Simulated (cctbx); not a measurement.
# Nb2Tl5S4ICl8 with cctbx, script by script

Library: cctbx 2025.11. The data are simulated by the first script.

## 1. Simulate the data

run.py:

```python
from cctbx import adptbx, crystal, miller, sgtbx, xray
from cctbx.array_family import flex
from iotbx.shelx import hklf
from scitbx import matrix
import scitbx.random

cs = crystal.symmetry(unit_cell=(7.31, 9.958, 16.192, 90, 90, 90), space_group_symbol='Hall: -I 2 2')  # Immm
atoms = [  # label, site, U (iso, or U11 U22 U33 U12 U13 U23 in A^2), occupancy
    ("Tl1", (0, 0.5, 0), 0.0120, 1),
    ("Tl2", (0, 0.7788, 0.6654), 0.0142, 1),
    ("I1", (0.5, 0.5, 0), 0.0136, 1),
    ("Nb1", (0.5, 0.5, 0.5918), 0.0187, 1),
    ("Cl1", (0, 0.7366, 0.8603), 0.0220, 1),
    ("Cl2", (0.7613, 0, 0.7903), 0.0255, 1),
    ("S1", (0.2481, 0.0999, 0), 0.0227, 1),
]
xs = xray.structure(crystal_symmetry=cs)
for label, site, u, occ in atoms:
    u = adptbx.u_cif_as_u_star(cs.unit_cell(), u) if isinstance(u, tuple) else u
    xs.add_scatterer(xray.scatterer(label, site=site, u=u, occupancy=occ))
xs.set_inelastic_form_factors(1.3414, "sasaki")
xs.show_summary()
p1 = xs.expand_to_p1()
ms = miller.build_set(p1, anomalous_flag=True, d_min=0.8)
flex.set_random_seed(35069)
scitbx.random.set_random_seed(35069)
ms = ms.select(flex.random_double(ms.size()) < 0.7)
i = ms.structure_factors_from_scatterers(p1, algorithm="direct").f_calc().as_intensity_array().data()
i = i / flex.sqrt(1 + 0.3 * i / flex.max(i))  # extinction
i = i * 70000 / flex.max(i)
sig = flex.sqrt(i + flex.pow2(0.04 * i) + 8 ** 2)
noise = scitbx.random.variate(scitbx.random.normal_distribution())(i.size())
data = ms.array(data=i + sig * noise, sigmas=sig).set_observation_type_xray_intensity()
with open("data.hkl", "w") as f:
    data.export_as_shelx_hklf(f)
print("reflections written:", data.size(), " <I/sigma> = %.1f" % flex.mean(data.data() / data.sigmas()))
for h, a, b in list(data.sort("data"))[:12]:
    print("%4d%4d%4d %9.1f %7.1f" % (h + (a, b)))
```

```console
$ python run.py
```

```text
Number of scatterers: 7
At special positions: 7
Unit cell: (7.31, 9.958, 16.192, 90, 90, 90)
Space group: I m m m (No. 71)
reflections written: 6740  <I/sigma> = 8.8
  -4   0   0   72093.0  2812.5
   4   0   0   68719.0  2812.5
   2   0   0   57760.7  2219.3
   0  -4   0   52760.1  2191.5
   0   0   6   47752.4  1843.0
   0   0  -6   46342.3  1843.0
   2   4   0   44020.4  1702.8
  -2   4   0   40296.7  1702.8
   0   3   3   35183.6  1344.7
  -4  -4   0   33408.8  1266.2
   0  -7   3   33305.2  1234.3
   0  -2  -4   32736.2  1173.8
```

It took 0.3 s on 1 thread of AMD EPYC 7R13 Processor (Zen 3) (shared host), peak memory 0.07 GiB.

## 2. Symmetry

run.py:

```python
from cctbx import crystal, sgtbx, statistics
from cctbx.array_family import flex
from iotbx.shelx import hklf

p1 = crystal.symmetry(unit_cell=(7.31, 9.958, 16.192, 90, 90, 90), space_group_symbol="P 1")
raw = hklf.reader(file_name="data.hkl").as_miller_arrays(crystal_symmetry=p1, anomalous=True)[0]
print(raw.size(), "reflections to d = %.3f A" % raw.d_min())
isig = raw.data() / raw.sigmas()
print("centring   violations  <I/sigma> of those")
best = "P"
for c in "ABCIRF":
    a = raw.customized_copy(space_group_info=sgtbx.space_group_info("Hall: %s 1" % c)).sys_absent_flags().data()
    m = flex.mean(isig.select(a))
    print("%5s %10d of %5d %8.1f" % (c, (isig.select(a) > 4).count(True), a.count(True), m))
    if (isig.select(a) > 4).count(True) < 0.01 * a.count(True):
        best = c
raw = raw.select(~raw.customized_copy(space_group_info=sgtbx.space_group_info("Hall: %s 1" % best)).sys_absent_flags().data())
isig = raw.data() / raw.sigmas()
rows = []
for s in sgtbx.space_group_symbol_iterator():
    g = sgtbx.space_group(s)
    if g.conventional_centring_type_symbol() != best or not g.is_compatible_unit_cell(p1.unit_cell(), 1e-3, 0.02):
        continue
    rows.append((s, g))
print("Laue class    unique    Rint  (classes that these axes allow; Friedel mates merged)")
rint = {}
for s, g in rows:
    laue = g.build_derived_patterson_group()
    key = laue.type().hall_symbol()
    if key not in rint:
        m = raw.customized_copy(space_group_info=laue.info(), anomalous_flag=False).merge_equivalents()
        rint[key] = m.r_int()
        print("%-14s %6d %7.3f" % (laue.type().lookup_symbol(), m.array().size(), m.r_int()))
floor = min(rint.values())
good = [(s, g) for s, g in rows if rint[g.build_derived_patterson_group().type().hall_symbol()] < 2 * floor + 0.03]
top = max(g.build_derived_patterson_group().order_z() for s, g in good)
print("space group    extra absences  I>4sigma  <I/sigma>")
for s, g in good:
    laue = g.build_derived_patterson_group()
    if laue.order_z() != top:
        continue
    a = raw.customized_copy(space_group_info=g.info()).sys_absent_flags().data()
    a &= ~raw.customized_copy(space_group_info=laue.info()).sys_absent_flags().data()
    bad = (isig.select(a) > 4).count(True)
    if bad <= 0.03 * a.count(True):
        print("%-16s %8d %10d %9s  %s" % (s.universal_hermann_mauguin(), a.count(True), bad, "%.1f" % flex.mean(isig.select(a)) if a.count(True) else "-", "centric" if g.is_centric() else "acentric"))
laue = max(good, key=lambda t: t[1].build_derived_patterson_group().order_z())[1].build_derived_patterson_group()
f = raw.customized_copy(space_group_info=laue.info(), anomalous_flag=False).merge_equivalents().array().eliminate_sys_absent().f_sq_as_f()
f.set_observation_type_xray_amplitude()
bins = max(3, min(8, f.size() // 12))
f.setup_binner(n_bins=bins)
w = statistics.wilson_plot(f, {e: n / laue.order_z() for e, n in {'Tl': 10.0, 'I': 2.0, 'Nb': 4.0, 'Cl': 16.0, 'S': 8.0}.items()}, e_statistics=True)
print("Wilson B = %.2f A^2   <|E^2-1|> = %.3f (0.968 centric, 0.736 acentric)   E^2>4: %.1f %%" % (w.wilson_b, w.mean_e_sq_minus_1, w.percent_e_sq_gt_2))
print("shell (A)         n   <I/sigma>")
m = raw.customized_copy(space_group_info=laue.info(), anomalous_flag=False).merge_equivalents().array().eliminate_sys_absent()
for b in m.setup_binner(n_bins=bins).range_used():
    sel = m.binner().selection(b)
    print("%5.2f - %4.2f %6d %8.1f" % (min(m.binner().bin_d_range(b)[0] if m.binner().bin_d_range(b)[0] > 0 else 99, 99), m.binner().bin_d_range(b)[1], sel.count(True), flex.mean((m.data() / m.sigmas()).select(sel))))
```

```console
$ python run.py
```

```text
6740 reflections to d = 0.800 A
centring   violations  <I/sigma> of those
    A       1515 of  3374      8.4
    B       1559 of  3425      8.8
    C       1568 of  3395      8.8
    I          0 of  3357     -0.0
    R       2062 of  4469      8.9
    F       2321 of  5097      8.7
Laue class    unique    Rint  (classes that these axes allow; Friedel mates merged)
I 1 2/m 1        1254   0.028
I 1 1 2/m        1236   0.028
I 2/m 1 1        1278   0.027
I m m m           711   0.030
space group    extra absences  I>4sigma  <I/sigma>
I 2 2 2                 0          0         -  acentric
I 21 21 21              0          0         -  acentric
I m m 2                 0          0         -  acentric
I 2 m m                 0          0         -  acentric
I m 2 m                 0          0         -  acentric
I m m m                 0          0         -  centric
Wilson B = 1.17 A^2   <|E^2-1|> = 0.829 (0.968 centric, 0.736 acentric)   E^2>4: 1.8 %
shell (A)         n   <I/sigma>
 8.48 - 1.60    102     34.9
 1.60 - 1.27     90     35.6
 1.27 - 1.11     90     36.7
 1.11 - 1.01     88     35.4
 1.01 - 0.94     85     34.9
 0.94 - 0.88     89     32.5
 0.88 - 0.84     85     34.0
 0.84 - 0.80     82     32.6
```

Time: 0.28 s.

## 3. Charge flipping

run.py:

```python
import itertools
from cctbx import crystal, maptbx
from cctbx.array_family import flex
from iotbx.shelx import hklf
from smtbx.ab_initio import charge_flipping as cf

cs = crystal.symmetry(unit_cell=(7.31, 9.958, 16.192, 90, 90, 90), space_group_symbol='Hall: -I 2 2')  # Immm
raw = hklf.reader(file_name="data.hkl").as_miller_arrays(crystal_symmetry=cs, anomalous=True)[0]
merged = raw.eliminate_sys_absent().merge_equivalents()
fo2 = merged.array().set_observation_type_xray_intensity()
f = fo2.average_bijvoet_mates().f_sq_as_f().resolution_filter(d_min=0.8)
p1 = f.expand_to_p1()
work = p1
flex.set_random_seed(65894)
it = cf.weak_reflection_improved_iterator(delta=None, weak_reflection_fraction=0.3)
it.start(work, phases=flex.random_double(p1.size()) * 6.2832, f_000=0)
it.delta = 1.1 * it.rho_map.sigma()
print("cycle      R  skewness")
for n, st in enumerate(itertools.islice(it, 200)):
    if n % 16 == 0:
        print("%5d %6.3f %8.2f" % (n, st.r1_factor(), st.rho_map.skewness()))
rho = p1.phase_transfer(it.f_calc).fft_map().apply_volume_scaling()
polish = cf.low_density_elimination_iterator(constant_rho_c=rho.sigma())
polish.start(f_obs=p1, phases=it.f_calc, f_000=0)
for _ in range(8):
    next(polish)
print("origin shift          correlation  skewness")
maps = []
for fc, shift, cc in itertools.islice(cf.f_calc_symmetrisations(f, polish.f_calc, 0), 4):
    m = f.phase_transfer(fc).fft_map(symmetry_flags=maptbx.use_space_group_symmetry, resolution_factor=0.25).apply_sigma_scaling()
    maps.append((m.skewness(), cc, m))
    print("%6.3f %6.3f %6.3f %10.3f %9.2f" % (tuple(shift) + (cc, m.skewness())))
skew, cc, m = max((t for t in maps if t[1] > maps[0][1] - 0.04), key=lambda t: t[0])
print("taken: symmetry correlation %.3f, skewness %.2f" % (cc, skew))
peaks = m.peak_search(parameters=maptbx.peak_search_parameters(min_distance_sym_equiv=0.9, max_clusters=12)).all()
sps = cs.special_position_settings(min_distance_sym_equiv=0.5)
print("peak      x       y       z  mult  height/sigma")
for k, (x, h) in enumerate(zip(peaks.sites(), peaks.heights())):
    ss = sps.site_symmetry(x)
    print("Q%-3d %7.4f %7.4f %7.4f %4d %8.1f" % ((k + 1,) + tuple(t % 1 for t in ss.exact_site()) + (ss.multiplicity(), h)))
```

```console
$ python run.py
```

```text
cycle      R  skewness
    0  0.587     0.38
   16  0.473     3.16
   32  0.430     3.63
   48  0.363     7.32
   64  0.258     7.06
   80  0.247     7.07
   96  0.248     6.93
  112  0.253     6.74
  128  0.254     6.81
  144  0.240     6.95
  160  0.246     6.86
  176  0.255     6.79
  192  0.253     6.68
origin shift          correlation  skewness
-0.002  0.260  0.344      0.783      1.40
-0.001  0.128  0.344      0.764      0.92
-0.004  0.028  0.345      0.762      1.40
 0.003  0.481  0.347      0.761      1.41
taken: symmetry correlation 0.761, skewness 1.41
peak      x       y       z  mult  height/sigma
Q1    0.0000  0.0000  0.2929    4     10.4
Q2    0.0000  0.2237  0.4586    8      6.9
Q3    0.0000  0.0000  0.1024    4      6.2
Q4    0.0831  0.0614  0.1731   16      5.4
Q5    0.0000  0.5000  0.2109    4      5.0
Q6    0.1111  0.3457  0.5000    8      5.0
Q7    0.0000  0.0000  0.4067    4      4.9
Q8    0.0000  0.2152  0.1341    8      4.8
Q9    0.0000  0.0000  0.2346    4      4.4
Q10   0.0000  0.2784  0.0000    4      4.3
Q11   0.0000  0.5000  0.3060    4      4.3
Q12   0.0969  0.3593  0.1648   16      4.0
```

Time: 0.5 s.

## 4. Refinement (model from the peaks)

run.py:

```python
import math
from cctbx import adptbx, crystal, maptbx, sgtbx, xray
from cctbx.array_family import flex
from cctbx.xray import observations
from iotbx.shelx import hklf
from scitbx.lstbx import normal_eqns_solving
from smtbx import absolute_structure, utils
from smtbx.refinement import constraints, least_squares

cs = crystal.symmetry(unit_cell=(7.31, 9.958, 16.192, 90, 90, 90), space_group_symbol='Hall: -I 2 2')  # Immm
atoms = [  # label, site, U (iso, or U11 U22 U33 U12 U13 U23 in A^2), occupancy
    ("Nb1", (0, 0, 0.2929), 0.0200, 1),
    ("Tl1", (0, 0.2237, 0.4586), 0.0200, 1),
    ("S1", (0, 0, 0.1024), 0.0200, 1),
    ("Cl1", (0.0831, 0.0614, 0.1731), 0.0200, 1),
    ("S2", (0, 0.5, 0.2109), 0.0200, 1),
]
xs = xray.structure(crystal_symmetry=cs)
for label, site, u, occ in atoms:
    u = adptbx.u_cif_as_u_star(cs.unit_cell(), u) if isinstance(u, tuple) else u
    xs.add_scatterer(xray.scatterer(label, site=site, u=u, occupancy=occ))
xs.set_inelastic_form_factors(1.3414, "sasaki")
raw = hklf.reader(file_name="data.hkl").as_miller_arrays(crystal_symmetry=cs, anomalous=True)[0]
merged = raw.eliminate_sys_absent().merge_equivalents()
fo2 = merged.array().set_observation_type_xray_intensity()
print("Rint %.3f, %d unique reflections to %.2f A" % (merged.r_int(), fo2.size(), fo2.d_min()))
for sc in xs.scatterers():
    sc.flags.set_grad_site(True)
    sc.flags.set_grad_u_aniso(sc.flags.use_u_aniso())
    sc.flags.set_grad_u_iso(sc.flags.use_u_iso())
obs = fo2.as_xray_observations()
extra = {}
rep = constraints.reparametrisation(xs, [], utils.connectivity_table(xs), **extra)
ls = least_squares.crystallographic_ls(obs, rep, weighting_scheme=least_squares.mainstream_shelx_weighting(a=0, b=0))
print("cycle     R1     wR2    GooF  max shift (A)")
for cycle in range(6):
    ls.build_up()
    r1, wr2, goof = ls.r1_factor(cutoff_factor=2)[0], ls.wR2(), ls.goof()
    old = xs.sites_cart()
    normal_eqns_solving.levenberg_marquardt_iterations(ls, n_max_iterations=3, tau=0.0001, step_threshold=1e-7)
    big = flex.max((xs.sites_cart() - old).norms())
    print("%4d %7.4f %7.4f %7.3f %9.5f" % (cycle + 1, r1, wr2, goof, big))
    ls.build_up(objective_only=True)
    if abs(ls.wR2() - wr2) < 5e-5 and big < 5e-4:
        break
ls.build_up()
print("final R1 %.4f wR2 %.4f GooF %.3f  parameters %d  data/parameter %.1f" % (ls.r1_factor(cutoff_factor=2)[0], ls.wR2(), ls.goof(), ls.n_parameters, fo2.size() / ls.n_parameters))
cov = ls.covariance_matrix_and_annotations()
su = dict(zip(cov.annotations, (math.sqrt(max(v, 0)) for v in cov.matrix.matrix_packed_u_diagonal())))
a2 = cs.unit_cell().reciprocal_parameters()[0] ** -2
print("atom        x        y        z      Ueq    occ   su(xyz)  su(Uiso or U11)")
for sc in xs.scatterers():
    s = max(su.get(sc.label + k, 0) for k in (".x", ".y", ".z"))
    npd = "" if sc.is_positive_definite_u(cs.unit_cell()) else "  NPD"
    print("%-5s %8.5f %8.5f %8.5f %8.4f %6.3f %8.5f %7.4f%s" % ((sc.label,) + sc.site + (sc.u_iso_or_equiv(cs.unit_cell()), sc.occupancy, s, su.get(sc.label + ".uiso", su.get(sc.label + ".u11", 0) * a2), npd)))
fo = fo2.f_sq_as_f()
fc = fo.structure_factors_from_scatterers(xs, algorithm="direct").f_calc()
diff = fo.f_obs_minus_f_calc(1 / math.sqrt(ls.scale_factor()), fc).average_bijvoet_mates()
m = diff.fft_map(symmetry_flags=maptbx.use_space_group_symmetry, resolution_factor=0.25).apply_volume_scaling()
print("difference map: max %.2f min %.2f rms %.2f" % (m.statistics().max(), m.statistics().min(), m.statistics().sigma()))
peaks = m.peak_search(parameters=maptbx.peak_search_parameters(min_distance_sym_equiv=0.6, max_clusters=7)).all()
near = xs.closest_distances(peaks.sites(), distance_cutoff=4)
sps = cs.special_position_settings(min_distance_sym_equiv=0.5)
for k, (x, h) in enumerate(zip(peaks.sites(), peaks.heights())):
    ss = sps.site_symmetry(x)
    print("Q%-3d %7.4f %7.4f %7.4f %4d %7.2f  %.2f A from %s" % ((k + 1,) + tuple(t % 1 for t in ss.exact_site()) + (ss.multiplicity(), h, near.smallest_distances[k], xs.scatterers()[near.i_seqs[k]].label)))
```

```console
$ python run.py
```

```text
Rint 0.030, 711 unique reflections to 0.80 A
cycle     R1     wR2    GooF  max shift (A)
   1  0.8508  0.9782  38.055   0.34040
   2  0.8074  0.9589  37.301   0.15939
   3  0.8062  0.9566  37.211   0.25012
   4  0.7961  0.9508  36.987   1.00271
   5  0.7858  0.9432  36.691   0.28261
   6  0.7825  0.9429  36.681   0.38866
final R1 0.8136 wR2 0.9598 GooF 37.337  parameters 13  data/parameter 54.7
atom        x        y        z      Ueq    occ   su(xyz)  su(Uiso or U11)
Nb1    0.00000  0.00000  0.29135   0.0373  1.000  0.00915  0.0357
Tl1    0.00000  0.21985  0.46872   0.0118  1.000  0.00354  0.0073
S1     0.00000  0.00000  0.19702   0.1966  1.000  0.11247  0.9726
Cl1   -0.00497 -0.01614  0.17311   0.0448  1.000  0.22563  0.0755
S2     0.00000  0.50000  0.24764   0.0152  1.000  0.01916  0.0590
difference map: max 850.20 min -281.93 rms 42.50
Q1    0.0000  0.2215  0.4679    8  852.90  0.02 A from Tl1
Q2    0.0000  0.0000  0.2963    4  670.15  0.08 A from Nb1
Q3    0.0000  0.5000  0.1966    4  412.57  0.83 A from S2
Q4    0.0000  0.5000  0.1320    4  366.61  1.87 A from S2
Q5    0.0000  0.2198  0.1404    8  333.25  2.10 A from Cl1
Q6    0.0000  0.0000  0.1677    4  243.49  0.19 A from Cl1
Q7    0.0000  0.0000  0.0499    4  224.36  2.00 A from Cl1
```

Time: 0.49 s.

Figures of merit this high mean that the model is still wrong or incomplete.

## 5. Charge flipping

run.py, as its changes from the last script of this kind:

```diff
@@ -13,2 +13,3 @@
-work = p1
-flex.set_random_seed(65894)
+p1.setup_binner_counting_sorted(reflections_per_bin=max(40, p1.size() // 12))
+work = p1.array(data=p1.data() / p1.amplitude_quasi_normalisations().data())
+flex.set_random_seed(65895)
@@ -19,2 +20,2 @@
-for n, st in enumerate(itertools.islice(it, 200)):
-    if n % 16 == 0:
+for n, st in enumerate(itertools.islice(it, 400)):
+    if n % 33 == 0:
```

```console
$ python run.py
```

```text
cycle      R  skewness
    0  0.595     0.26
   33  0.498     3.51
   66  0.450     5.35
   99  0.438     5.42
  132  0.437     5.40
  165  0.442     5.44
  198  0.444     5.29
  231  0.448     5.15
  264  0.440     5.31
  297  0.439     5.53
  330  0.438     5.03
  363  0.444     5.15
  396  0.439     5.43
origin shift          correlation  skewness
 0.136  0.144  0.387      0.764      2.26
 0.262  0.142  0.227      0.753      1.20
 0.016  0.145  0.233      0.752      1.65
 0.138  0.003  0.390      0.752      0.95
taken: symmetry correlation 0.764, skewness 2.26
peak      x       y       z  mult  height/sigma
Q1    0.0000  0.5000  0.1658    4     13.3
Q2    0.0000  0.2814  0.0000    4     12.2
Q3    0.0000  0.0591  0.1617    8      7.5
Q4    0.0000  0.2296  0.5000    4      6.1
Q5    0.0000  0.4364  0.5000    4      5.6
Q6    0.0000  0.0000  0.3342    4      5.6
Q7    0.0908  0.5000  0.2333    8      3.9
Q8    0.0822  0.2422  0.1864   16      3.7
Q9    0.1092  0.0000  0.3790    8      3.6
Q10   0.1143  0.0545  0.5000    8      3.5
Q11   0.1191  0.2018  0.4382   16      3.2
Q12   0.1388  0.5000  0.1094    8      3.2
```

Time: 0.66 s.

## 6. Refinement (model from the peaks)

run.py, as its changes from the last script of this kind:

```diff
@@ -12,5 +12,7 @@
-    ("Nb1", (0, 0, 0.2929), 0.0200, 1),
-    ("Tl1", (0, 0.2237, 0.4586), 0.0200, 1),
-    ("S1", (0, 0, 0.1024), 0.0200, 1),
-    ("Cl1", (0.0831, 0.0614, 0.1731), 0.0200, 1),
-    ("S2", (0, 0.5, 0.2109), 0.0200, 1),
+    ("Tl1", (0, 0.5, 0.1658), 0.0200, 1),
+    ("Tl2", (0, 0.2814, 0), 0.0200, 1),
+    ("S1", (0, 0.0591, 0.1617), 0.0200, 1),
+    ("Nb1", (0, 0.2296, 0.5), 0.0200, 1),
+    ("Cl1", (0, 0.4364, 0.5), 0.0200, 1),
+    ("Cl2", (0, 0, 0.3342), 0.0200, 1),
+    ("Cl3", (0.0908, 0.5, 0.2333), 0.0200, 1),
@@ -61 +63 @@
-peaks = m.peak_search(parameters=maptbx.peak_search_parameters(min_distance_sym_equiv=0.6, max_clusters=7)).all()
+peaks = m.peak_search(parameters=maptbx.peak_search_parameters(min_distance_sym_equiv=0.6, max_clusters=5)).all()
```

```console
$ python run.py
```

```text
Rint 0.030, 711 unique reflections to 0.80 A
cycle     R1     wR2    GooF  max shift (A)
   1  0.7514  0.9503  37.046   0.46943
   2  0.6594  0.8951  34.896   0.43213
   3  0.7120  0.9294  36.231   0.45602
   4  0.6555  0.8976  34.992   0.58655
   5  0.7162  0.9303  36.266   0.30061
   6  0.6988  0.9171  35.753   0.40617
final R1 0.7217 wR2 0.9341 GooF 36.417  parameters 16  data/parameter 44.4
atom        x        y        z      Ueq    occ   su(xyz)  su(Uiso or U11)
Tl1    0.00000  0.50000  0.16751   0.0302  1.000  0.00209  0.0143
Tl2    0.00000  0.27817  0.00000   0.0050  1.000  0.00248  0.0066
S1     0.00000  0.05962  0.16704   0.0758  1.000  0.04188  0.1041
Nb1    0.00000  0.21844  0.50000   0.0445  1.000  0.01399  0.0346
Cl1    0.00000  0.47081  0.50000   0.0537  1.000  0.02792  0.0693
Cl2    0.00000  0.00000  0.34989   0.0106  1.000  0.00971  0.0277
Cl3   -0.02449  0.50000  0.20133   0.1767  1.000  0.15133  0.2510
difference map: max 609.52 min -306.21 rms 23.46
Q1    0.0000  0.2780  0.0000    4  610.98  0.00 A from Tl2
Q2    0.0000  0.5000  0.1649    4  417.63  0.04 A from Tl1
Q3    0.0000  0.0000  0.3368    4  255.83  0.21 A from Cl2
Q4    0.0000  0.2146  0.5000    4  161.89  0.04 A from Nb1
Q5    0.0000  0.5000  0.5000    2  161.44  0.29 A from Cl1
```

Run time: 0.49 s on 1 thread of AMD EPYC 7R13 Processor (Zen 3), with other jobs on the host, peak memory 0.09 GiB.

Figures of merit this high mean that the model is still wrong or incomplete.

[Logs are printed without paths, hosts, clocks, repeated set-up lines and the standing remarks that a program may print on its own settings, such as how far it seeks lower states.]
